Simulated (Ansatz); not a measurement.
**La3InN (Pm-3m): phonons and vibrational spectra**

Wanted: phonon frequencies of La3InN (Pm-3m) and what follows from them.

Calculated with Ansatz 0.2.0; DFT PBEsol, scalar-relativistic, plane waves, PAW; PAW set soft_1.

Report form: the programs' logs are mostly left out.

### 1. Starting point

It takes space group Pm-3m (No. 221, cubic). The conventional cell has a = 5.128 Å, b = 5.128 Å, c = 5.128 Å, α = 90.00°, β = 90.00°, γ = 90.00°. La has 2 N at 2.56 Å nearest. Nearest to In lie 12 La at 3.63 Å. Nearest to N lie 6 La at 2.56 Å. Farther neighbours and most contacts between anions are not listed.

### 2. Bringing the structure to rest

The cell and atoms are relaxed, since residual forces and stress would shift the frequencies.

File input.yaml:

```yaml
crystal:
  lattice:
    - [5.1275, 0.0, 0.0]
    - [0.0, 5.1275, 0.0]
    - [0.0, 0.0, 5.1275]
  atoms:
    - { symbol: La, position: [0.5, 0.5, 0.0] }
    - { symbol: La, position: [0.0, 0.5, 0.5] }
    - { symbol: La, position: [0.5, 0.0, 0.5] }
    - { symbol: In, position: [0.0, 0.0, 0.0] }
    - { symbol: "N", position: [0.5, 0.5, 0.5] }
kpoints:
  mp_grid: { grid: [8, 8, 8] }
hamiltonian:
  xc: pbesol
  pseudopotentials: { kind: paw, azcp: { folder: soft_1 }, xc_functional: pbe }
scf:
  occupations: { method: gaussian, width: 0.1 }
output:
  forces: true
  stress: true
  eigenvalues: true
  write_density: true
  write_potential: true
  elf: true
  volumetric_format: npy
relax:
  adjacent_minimum: "off"
  f_tol: 0.005
  max_steps: 80
  cell: { stress_tol: 0.05 }
```

On the command line:

```sh
> ansatz run input.yaml --threads 4 --pin off --max-ram 10240MiB --backend cpu --events-out ev --progress --plain --runs-dir out
```

It took 11 s on 4 threads of INTEL XEON PLATINUM 8581C at 2.10GHz (Emerald Rapids), shared host; peak memory 0.63 GiB.

This run has no spin polarisation although its electron count is odd.

Relaxation path:

| step | energy less that of the first step (eV) | largest force component (eV/Å) | pressure (GPa) | volume (Å³) |
| --- | --- | --- | --- | --- |
| 1 | 0.0000 | 0.0000 | -2.47 | 134.81 |
| 2 | 0.0214 | 0.0000 | 3.62 | 124.16 |
| 3 | -0.0397 | 0.0000 | -0.17 | 130.27 |
| 4 | -0.0400 | 0.0000 | 0.01 | 129.95 |
| 5* | -0.0387 | 0.0000 | -0.01 | 129.95 |

Relaxation steps marked * repeat the geometry before them on a plane-wave basis chosen anew for their cell, so energy and pressure can jump there. Relaxation step 2 was tried and not accepted.

The run keeps the 48 symmetry operations that it works with, so distortions that break them were not tested.

| conventional cell, symmetrised | before | after | change |
| --- | --- | --- | --- |
| a (Å) | 5.128 | 5.065 | -1.2 % |
| b (Å) | 5.128 | 5.065 | -1.2 % |
| c (Å) | 5.128 | 5.065 | -1.2 % |
| volume (Å³/atom) | 26.96 | 25.99 | -3.6 % |

The relaxed structure:

```xyz
5
Lattice="5.0652 0.0000 0.0000 0.0000 5.0652 0.0000 0.0000 0.0000 5.0652" Properties=species:S:1:pos:R:3 pbc="T T T"
La    2.5326    2.5326    0.0000
La    0.0000    2.5326    2.5326
La    2.5326    0.0000    2.5326
In    0.0000    0.0000    0.0000
N     2.5326    2.5326    2.5326
```

Numbers from this step:

| Item | Value |
| --- | --- |
| pressure | -0.007071 GPa |
| volume per atom | 25.99 Å³ |
| gap on the k-mesh | 0 eV |

Electrostatic potential energy in the ac plane at fractional y = 0.500, with atoms of La and N within 0.2 Å of it. With pseudopotentials it is smooth inside the atoms' cores, unlike the true potential.

Ten even steps from '_' (-31 eV) to '@' (15 eV), each cell a mean:
```
@@@@@@%%++__::==__::##@@@@@@
@@@@@@%%##--____..++%%@@@@@@
%%@@@@@@%%##++==**##%%@@@@@@
**##%%@@@@@@%%%%%%@@@@%%%%##
::--**%%@@@@%%%%@@@@@@##++::
..__--##@@##--..++@@%%**..__
##..::##%%++____..%%%%==__==
==__::##@@**____--%%%%++__::
__..++%%@@@@**++##@@@@##--__
==**##%%@@@@@@%%@@@@@@%%##++
%%%%%%@@%%%%######%%@@@@%%%%
@@@@@@%%##++::::--**%%@@@@@@
@@@@@@%%**..__..__--##@@@@@@
@@@@@@%%==__==##..::**%%@@@@
```
Columns run along a (5.1 Å; values clipped at the 3rd and 97th percentile), rows up along c (5.1 Å). Atoms in or near the plane, at fractional coordinates: La at (0.50, 0.00), La at (0.00, 0.50), N at (0.50, 0.50).

Valence density in the ac plane at fractional y = 0.500, with atoms of La and N within 0.2 Å of it. It is the smooth field of the valence electrons, not physical close to the nuclei.

Ten even steps from '0' (0.1 e/Å³) to '9' (3.4 e/Å³), each cell a mean:
```
00001455430000
00001244310000
00000112100000
10000001000000
32100012100013
54200257410134
54311399721245
54311389510145
43100133200124
21000011000011
00000011000000
00000133210000
00001344420000
00002455531000
```
Columns run along a (5.1 Å), rows up along c (5.1 Å). Atoms in or near the plane, at fractional coordinates: La at (0.50, 0.00), La at (0.00, 0.50), N at (0.50, 0.50).

ELF in the ac plane at fractional y = 0.500, with atoms of La and N within 0.2 Å of it. It is the smooth field of the valence electrons, not physical close to the nuclei.

Ten even steps from '_' (0.05) to '@' (0.81), each cell a mean:
```
==--..::%%@@==::##@@++....--
....__..++@@@@%%@@%%--____..
..______..==**##**--______..
**==..____::::--::..____--++
@@@@**..::**%%%%##++..--%%@@
++@@%%--==@@@@%%@@##::**@@##
__++@@====@@++..%%%%--##%%::
::##@@--==@@##++@@%%::**@@==
@@@@##::--%%@@@@@@**::==@@@@
%%##--__..--======::__..++%%
::..______::--==--..____..::
..______--##@@@@%%**..____..
--::__..##@@##++@@@@==__..--
++--..::%%@@::__++@@**....==
```
Columns run along a (5.1 Å), rows up along c (5.1 Å). Atoms in or near the plane, at fractional coordinates: La at (0.50, 0.00), La at (0.00, 0.50), N at (0.50, 0.50).

In this step the volume went from 26.96 to 25.99 Å³/atom.

### 3. Relaxing to small forces for the phonons

Phonons need a cell at rest on their own settings, so the relaxation is repeated with tight tolerances on forces and stress on the k mesh and occupations of the first response run.

File input.yaml:

```yaml
crystal:
  lattice:
    - [5.0651713182, 0.0, 0.0]
    - [0.0, 5.0651713182, 0.0]
    - [0.0, 0.0, 5.0651713182]
  atoms:
    - { symbol: La, position: [0.5, 0.5, 0.0] }
    - { symbol: La, position: [0.0, 0.5, 0.5] }
    - { symbol: La, position: [0.5, 0.0, 0.5] }
    - { symbol: In, position: [0.0, 0.0, 0.0] }
    - { symbol: "N", position: [0.5, 0.5, 0.5] }
kpoints:
  mp_grid: { grid: [8, 8, 8] }
hamiltonian:
  xc: pbesol
  pseudopotentials: { kind: paw, azcp: { folder: soft_1 }, xc_functional: pbe }
scf:
  occupations: { method: methfessel_paxton, width: 0.2 }
output:
  forces: true
  stress: true
  eigenvalues: true
relax:
  adjacent_minimum: "off"
  f_tol: 0.001
  max_steps: 60
  cell: { stress_tol: 0.01 }
```

The job ended after 8 s (4 threads; peak memory 0.62 GiB).

Little changed from the start: no atom moved by 0.005 Å and no cell edge by 0.1 %.

This step gave:

```yaml
pressure: -1.38e-4 GPa
```

The forces vanish by symmetry and the pressure is 0.000 GPa, within the tolerances set. The cell now holds 25.99 Å³/atom.

### 4. Modes at Γ

The zone centre comes first: it holds the modes that light can see, as far as symmetry allows. No field response is asked, since the mesh shows no gap.

input.yaml, the sections that differ from step 3:

```yaml
crystal:
  lattice:
    - [5.0648259153, 0.0, 0.0]
    - [0.0, 5.0648259153, 0.0]
    - [0.0, 0.0, 5.0648259153]
  atoms:
    - { symbol: La, position: [0.5, 0.5, 0.0] }
    - { symbol: La, position: [0.0, 0.5, 0.5] }
    - { symbol: La, position: [0.5, 0.0, 0.5] }
    - { symbol: In, position: [0.0, 0.0, 0.0] }
    - { symbol: "N", position: [0.5, 0.5, 0.5] }
output:
  eigenvalues: true
phonons:
  method: dfpt
# kpoints, hamiltonian, scf: as in step 3
# relax: removed
```

Elapsed: 59 s, on 4 threads; peak memory 2.4 GiB; 3.6 min of CPU time.

Numbers from this step:

```yaml
sum_rule_residual_before_enforcement: 2.92e-5 eV/Å²
point_group: m-3m
highest_optical_mode_at_the_zone_centre_no_lo_to_term: 315.4 cm⁻¹
lowest_optical_zone_centre_mode: 79.14 cm⁻¹
```

Patterns of degenerate modes are one choice out of their space. The modes at Γ (shares of kinetic energy by element, %):

| mode | frequency (cm⁻¹) | symmetry | La % | In % | N % |
| --- | --- | --- | --- | --- | --- |
| 1 | 0.0 | acoustic | 76 | 21 | 3 |
| 2 | 0.0 | acoustic | 76 | 21 | 3 |
| 3 | 0.0 | acoustic | 76 | 21 | 3 |
| 4 | 79.1 | T2u | 100 | 0 | 0 |
| 5 | 79.1 | T2u | 100 | 0 | 0 |
| 6 | 79.1 | T2u | 100 | 0 | 0 |
| 7 | 87.2 | T1u | 21 | 78 | 1 |
| 8 | 87.2 | T1u | 21 | 78 | 1 |
| 9 | 87.2 | T1u | 21 | 78 | 1 |
| 10 | 136.5 | T1u | 99 | 1 | 0 |
| 11 | 136.5 | T1u | 99 | 1 | 0 |
| 12 | 136.5 | T1u | 99 | 1 | 0 |
| 13 | 315.4 | T1u | 3 | 0 | 97 |
| 14 | 315.4 | T1u | 3 | 0 | 97 |
| 15 | 315.4 | T1u | 3 | 0 | 97 |

Displacements in mode 4 (79.1 cm⁻¹), the largest set to 1:
```
La1 -0.04  0.10  0.00
La2  0.00 -0.10  1.00
La3  0.04  0.00 -1.00
In4  0.00  0.00  0.00
N5   0.00  0.00  0.00
```

Displacements in mode 7 (87.2 cm⁻¹), the largest set to 1:
```
La1  0.00 -0.13 -0.34
La2  0.00 -0.13 -0.23
La3  0.00 -0.19 -0.23
In4  0.01  0.56  1.00
N5   0.00 -0.13 -0.24
```

Before it was imposed, the acoustic sum rule was missed by 2.9e-5 eV/Å². Small misses are needed for a sound result but don't prove that mesh and cutoff are converged. The lowest optical mode is real, 79.1 cm⁻¹.

### 5. Phonons on a q mesh

Stability and thermal properties need the whole zone. Linear response on a 2×2×2 q mesh gives force constants as far as a supercell of that size would.

input.yaml: that of step 4 with these lines changed.

```diff
@@ -22 +22,8 @@
   method: dfpt
+  qmesh: [2, 2, 2]
+  temperatures: { t_max: 1000, t_step: 50 }
+  qpath:
+    path:
+      - [[0.0, 0.0, 0.0], [0.0, 0.5, 0.0], [0.5, 0.5, 0.0], [0.0, 0.0, 0.0], [0.5, 0.5, 0.5], [0.0, 0.5, 0.0]]
+      - [[0.5, 0.5, 0.5], [0.5, 0.5, 0.0]]
+    npoints: 10
```

The job ended after 4.4 min (4 threads; peak memory 1.9 GiB).

Numbers from this step:

- sum-rule residual before enforcement: 2.90e-5 eV/Å²
- lowest frequency on the path: 0 cm⁻¹
- highest frequency on the path or at a solved wavevector: 368.9 cm⁻¹
- mean frequency: 135.9 cm⁻¹
- Debye temperature (second moment): 308 K
- logarithmic mean frequency: 111.3 cm⁻¹
- lowest mode on the q mesh (acoustic modes at Γ apart): 38.45 cm⁻¹
- zero-point energy per atom: 25.27 meV
- heat capacity at 300 K: 23.73 J/(mol atoms K)
- vibrational entropy at 300 K: 41.23 J/(mol atoms K)
- edges of the widest gap between branches, on path and mesh: 188, 250.9 cm⁻¹

Frequencies (cm⁻¹) solved at each irreducible wavevector; negative means imaginary. Frequencies by wavevector, by row:

| q in reciprocal lattice units | star | mode 1 | mode 2 | mode 3 | mode 4 | mode 13 | mode 14 | mode 15 |
| --- | --- | --- | --- | --- | --- | --- | --- | --- |
| 0 0 0 | 1 | 0 | 0 | 0 | 79.1 | 315.4 | 315.4 | 315.4 |
| 0 0 -0.5 | 3 | 62.8 | 62.8 | 65 | 65 | 274.7 | 274.7 | 368.9 |
| 0 -0.5 -0.5 | 3 | 43.8 | 73.4 | 73.4 | 81.5 | 250.9 | 353.6 | 353.6 |
| -0.5 -0.5 -0.5 | 1 | 38.5 | 38.5 | 38.5 | 81.8 | 344 | 344 | 344 |

Interpolated from a 2×2×2 q mesh. The phonon branches at the labelled points (cm⁻¹):

| point | branch 1 | branch 2 | branch 3 | branch 4 | branch 12 | branch 13 | branch 14 | branch 15 |
| --- | --- | --- | --- | --- | --- | --- | --- | --- |
| Γ | 0 | 0 | 0 | 79 | 136 | 315 | 315 | 315 |
| halfway | 35 | 35 | 60 | 76 | 132 | 296 | 296 | 343 |
| X | 63 | 63 | 65 | 65 | 123 | 275 | 275 | 369 |
| halfway | 55 | 69 | 70 | 72 | 144 | 263 | 316 | 361 |
| M | 44 | 73 | 73 | 82 | 154 | 251 | 354 | 354 |
| halfway | 47 | 49 | 71 | 78 | 140 | 280 | 330 | 330 |
| Γ | 0 | 0 | 0 | 79 | 136 | 315 | 315 | 315 |
| halfway | 52 | 52 | 62 | 81 | 153 | 319 | 319 | 319 |
| R | 38 | 38 | 38 | 82 | 188 | 344 | 344 | 344 |
| halfway | 53 | 57 | 60 | 79 | 162 | 308 | 308 | 355 |
| X | 63 | 63 | 65 | 65 | 123 | 275 | 275 | 369 |
| jump to R | 38 | 38 | 38 | 82 | 188 | 344 | 344 | 344 |
| halfway | 41 | 55 | 55 | 82 | 174 | 300 | 349 | 349 |
| M | 44 | 73 | 73 | 82 | 154 | 251 | 354 | 354 |

Tetrahedra on a 12×12×12 mesh, mean over bins of 5 cm-1. Interpolated from a 2×2×2 q mesh. Table of phonon density of states by wavenumber; read off at these points:

| wavenumber (cm⁻¹) | phonon density of states (1/cm⁻¹/cell) |
| --- | --- |
| 2 | 4.0e-5 |
| 18 | 0.0023 |
| 38 | 0.016 |
| 52 | 0.117 |
| 68 | 0.117 |
| 72 | 0.0882 |
| 78 | 0.235 |
| 88 | 0.0778 |
| 98 | 0.286 |
| 108 | 0.151 |
| 122 | 0.0529 |
| 142 | 0.0316 |
| 158 | 0.0182 |
| 178 | 0.00588 |
| 192 | 0 |
| 212 | 0 |
| 228 | 0 |
| 248 | 0 |
| 262 | 0.00947 |
| 282 | 0.0262 |
| 298 | 0.0277 |
| 318 | 0.0278 |
| 332 | 0.0304 |
| 348 | 0.0489 |
| 352 | 0.0451 |
| 368 | 0.00405 |

The partial phonon density of states has structure finer than the step of the table below, so its rows give means over 10 cm⁻¹, whole bins alone (the curve runs from -10 to 389 cm⁻¹). Peaks (cm⁻¹: height): In 80.3: 0.0785, 95.4: 0.122; La 52.7: 0.0968, 77.8: 0.147, 102.9: 0.151; N 321.2: 0.0314, 351.3: 0.0445.

Phonopy on the run's constants, 11x11x11 mesh, Gaussian sigma 2.8 cm-1. Interpolated from a 2×2×2 q mesh. Table of partial phonon density of states by wavenumber; means over each step; values in 1/cm⁻¹/cell:

| wavenumber (cm⁻¹) | In | La | N |
| --- | --- | --- | --- |
| 0 | 4.4e-5 | 1.6e-4 | 7.5e-6 |
| 10 | 1.7e-4 | 6.2e-4 | 2.3e-5 |
| 20 | 7.5e-4 | 0.00264 | 8.2e-5 |
| 30 | 0.00201 | 0.00710 | 2.0e-4 |
| 40 | 0.00436 | 0.0293 | 3.6e-4 |
| 50 | 0.0108 | 0.0811 | 5.7e-4 |
| 60 | 0.0110 | 0.0796 | 5.7e-4 |
| 70 | 0.0199 | 0.0948 | 4.7e-4 |
| 80 | 0.0643 | 0.115 | 3.1e-4 |
| 90 | 0.0848 | 0.0570 | 2.9e-4 |
| 100 | 0.0836 | 0.141 | 4.9e-4 |
| 110 | 0.0163 | 0.103 | 7.4e-4 |
| 120 | 0.00110 | 0.0539 | 6.7e-4 |
| 130 | 3.6e-4 | 0.0365 | 2.7e-4 |
| 140 | 9.0e-5 | 0.0341 | 2.7e-4 |
| 150 | 1.9e-5 | 0.0263 | 2.5e-4 |
| 160 | 1.8e-6 | 0.0160 | 1.6e-4 |
| 170 | 0 | 0.00915 | 7.1e-5 |
| 180 | 0 | 0.00499 | 1.8e-5 |
| 190 | 0 | 8.6e-4 | 3.5e-7 |
| 200 | 0 | 1.8e-6 | 0 |
| 210 | 0 | 0 | 0 |
| 220 | 0 | 0 | 0 |
| 230 | 0 | 0 | 0 |
| 240 | 0 | 8.0e-7 | 1.2e-5 |
| 250 | 0 | 1.2e-4 | 0.00158 |
| 260 | 0 | 5.3e-4 | 0.00837 |
| 270 | 0 | 8.2e-4 | 0.0154 |
| 280 | 2.7e-6 | 0.00104 | 0.0241 |
| 290 | 1.0e-5 | 8.7e-4 | 0.0252 |
| 300 | 1.0e-5 | 7.5e-4 | 0.0265 |
| 310 | 1.1e-5 | 6.0e-4 | 0.0282 |
| 320 | 1.9e-5 | 4.4e-4 | 0.0296 |
| 330 | 1.1e-5 | 2.4e-4 | 0.0268 |
| 340 | 2.7e-5 | 1.6e-4 | 0.0384 |
| 350 | 3.2e-5 | 7.2e-5 | 0.0429 |
| 360 | 1.1e-5 | 2.6e-5 | 0.0231 |
| 370 | 0 | 2.6e-6 | 0.00410 |
| 380 | 0 | 0 | 1.9e-5 |

Harmonic thermodynamic functions per atom, from the density of states. Interpolated from a 2×2×2 q mesh. Thermodynamic functions, by row:

| T (K) | F_vib (meV/atom) | S (J/mol-atom/K) | C_V (J/mol-atom/K) |
| --- | --- | --- | --- |
| 0 | 25.27 | 0 | 0 |
| 50 | 24.12 | 6.935 | 11.86 |
| 100 | 17.66 | 17.54 | 18.34 |
| 200 | -8.53 | 31.84 | 22.49 |
| 300 | -46.68 | 41.23 | 23.73 |
| 400 | -93.15 | 48.14 | 24.24 |
| 500 | -146 | 53.58 | 24.48 |
| 600 | -203.9 | 58.05 | 24.62 |
| 700 | -266.1 | 61.85 | 24.7 |
| 800 | -331.9 | 65.16 | 24.76 |
| 900 | -401 | 68.08 | 24.8 |
| 1000 | -472.9 | 70.69 | 24.82 |

Harmonic mean-square displacement, third of the trace. Interpolated from a 2×2×2 q mesh. Mean square displacements, by row:

| T (K) | La1 U_eq (Å²) | La2 U_eq (Å²) | La3 U_eq (Å²) | In4 U_eq (Å²) | N5 U_eq (Å²) |
| --- | --- | --- | --- | --- | --- |
| 0 | 0.00151 | 0.00151 | 0.00151 | 0.00178 | 0.00406 |
| 100 | 0.00339 | 0.00339 | 0.00339 | 0.00368 | 0.00473 |
| 300 | 0.00942 | 0.00942 | 0.00942 | 0.01014 | 0.00847 |
| 600 | 0.01869 | 0.01869 | 0.01869 | 0.02011 | 0.01556 |

Symmetry leaves 4 wavevectors to solve. The lowest mode among them, the acoustic zeros apart, lies at q = (-0.5, -0.5, -0.5) and is real, 38.5 cm⁻¹.

### 6. Isotope substitution, element In, natural mass 114.818 amu

An isotope changes the mass and not the force constants, so no new electronic calculation is needed; the shifts show which modes move this element.

The same force constants with the mass of In changed from 114.818 to 112.904 u (phonopy, no LO-TO term). Both lists are sorted by frequency; levels can cross, so a row need not hold one and the same mode. Modes under 3 cm⁻¹ are left out. Isotope shifts, by row, the first 40 of 57 rows:

| q | rank | natural mass (cm⁻¹) | changed mass (cm⁻¹) |
| --- | --- | --- | --- |
| 0 0 0 | 4 | 79.14 | 79.14 |
| 0 0 0 | 5 | 79.14 | 79.14 |
| 0 0 0 | 6 | 79.14 | 79.14 |
| 0 0 0 | 7 | 87.18 | 87.75 |
| 0 0 0 | 8 | 87.18 | 87.75 |
| 0 0 0 | 9 | 87.18 | 87.75 |
| 0 0 0 | 10 | 136.5 | 136.6 |
| 0 0 0 | 11 | 136.5 | 136.6 |
| 0 0 0 | 12 | 136.5 | 136.6 |
| 0 0 0 | 13 | 315.4 | 315.4 |
| 0 0 0 | 14 | 315.4 | 315.4 |
| 0 0 0 | 15 | 315.4 | 315.4 |
| 0 0 -0.5 | 1 | 62.79 | 62.79 |
| 0 0 -0.5 | 2 | 62.79 | 62.79 |
| 0 0 -0.5 | 3 | 64.95 | 65.22 |
| 0 0 -0.5 | 4 | 64.95 | 65.22 |
| 0 0 -0.5 | 5 | 73.28 | 73.28 |
| 0 0 -0.5 | 6 | 91.49 | 91.49 |
| 0 0 -0.5 | 7 | 93.2 | 93.96 |
| 0 0 -0.5 | 8 | 103.7 | 104.1 |
| 0 0 -0.5 | 9 | 103.7 | 104.1 |
| 0 0 -0.5 | 10 | 122.4 | 122.4 |
| 0 0 -0.5 | 11 | 123.3 | 123.3 |
| 0 0 -0.5 | 12 | 123.3 | 123.3 |
| 0 0 -0.5 | 13 | 274.7 | 274.7 |
| 0 0 -0.5 | 14 | 274.7 | 274.7 |
| 0 0 -0.5 | 15 | 368.9 | 368.9 |
| 0 -0.5 -0.5 | 1 | 43.79 | 43.79 |
| 0 -0.5 -0.5 | 2 | 73.43 | 73.64 |
| 0 -0.5 -0.5 | 3 | 73.43 | 73.64 |
| 0 -0.5 -0.5 | 4 | 81.55 | 81.55 |
| 0 -0.5 -0.5 | 5 | 81.55 | 81.55 |
| 0 -0.5 -0.5 | 6 | 91.05 | 91.05 |
| 0 -0.5 -0.5 | 7 | 91.82 | 92.59 |
| 0 -0.5 -0.5 | 8 | 97.87 | 98.41 |
| 0 -0.5 -0.5 | 9 | 97.87 | 98.41 |
| 0 -0.5 -0.5 | 10 | 102.8 | 102.8 |
| 0 -0.5 -0.5 | 11 | 108.1 | 108.1 |
| 0 -0.5 -0.5 | 12 | 153.9 | 153.9 |
| 0 -0.5 -0.5 | 13 | 250.9 | 250.9 |

A mode of this element alone would shift by +0.84 %. The highest zone-centre frequency without the field goes from 315.4 to 315.4 cm⁻¹ (+0.0 %). The product of the frequency ratios over all optical modes at Γ is 1.020; the product rule, (m/m′)^(3k/2) (M′/M)^(3/2) with k = 1 such atoms and M the mass of the cell, gives 1.020.

### 7. Another isotope, element N, natural mass 14.007 amu

The same for N, from 14.01 to 15.00 u.

A mode of this element alone would shift by -3.37 %. The highest zone-centre frequency without the field goes from 315.4 to 305.1 cm⁻¹ (-3.3 %). The product of the frequency ratios over all optical modes at Γ is 0.905; the product rule, (m/m′)^(3k/2) (M′/M)^(3/2) with k = 1 such atoms and M the mass of the cell, gives 0.905.

### 8. Results

| Quantity | Value |
| --- | --- |
| space group after relaxation (within 0.01 Å) | Pm-3m |
| volume per atom | 26.0 Å³ |
| electronic character | no gap on this mesh |
| highest optical mode at the zone centre (no LO-TO term) | 315 cm⁻¹ |
| lowest optical zone-centre mode | 79.1 cm⁻¹ |
| lowest mode on the q mesh (acoustic modes at Γ apart) | 38.5 cm⁻¹ |
| highest frequency on the path or at a solved wavevector | 369 cm⁻¹ |
| zero-point energy per atom | 25.3 meV |
| heat capacity at 300 K | 23.7 J/(mol atoms K) |
| vibrational entropy at 300 K | 41.2 J/(mol atoms K) |
| Debye temperature (second moment) | 308 K |
| imaginary modes on the 2×2×2 q mesh | none |

The structure is a minimum as far as tested: no mode is imaginary at the 4 irreducible wavevectors of the 2×2×2 mesh, and the softest away from the acoustic zeros lies at 38 cm⁻¹. The optical modes at Γ span 79 to 315 cm⁻¹. The highest mode in this list at Γ, 315.4 cm⁻¹, is mostly motion of N (97 % of the kinetic energy). On the path and the mesh, the widest gap between branches runs from 188 to 251 cm⁻¹. With no gap, or one that is small against the smearing, the frequencies hang on the k mesh and the smearing, most of all near Kohn anomalies. The phonon runs are without spin polarisation, although the cell has an odd electron count. Spin-orbit coupling is left out, which can matter for the heavy elements here. The PAW files were made for PBE and serve the other functionals too. A phonon run warned that its eigensolver left some bands unconverged in a pass. These are harmonic frequencies at zero temperature: anharmonic shifts, linewidths and thermal expansion are left out.

[Logs are printed without paths, hosts, clocks, repeated set-up lines and the standing remarks that a program may print on its own settings, such as how far it seeks lower states.]

[Hosts, paths, dates, database ids (printed as entryN), source tags and the programs' standing remarks are cut or masked in the printed files.]
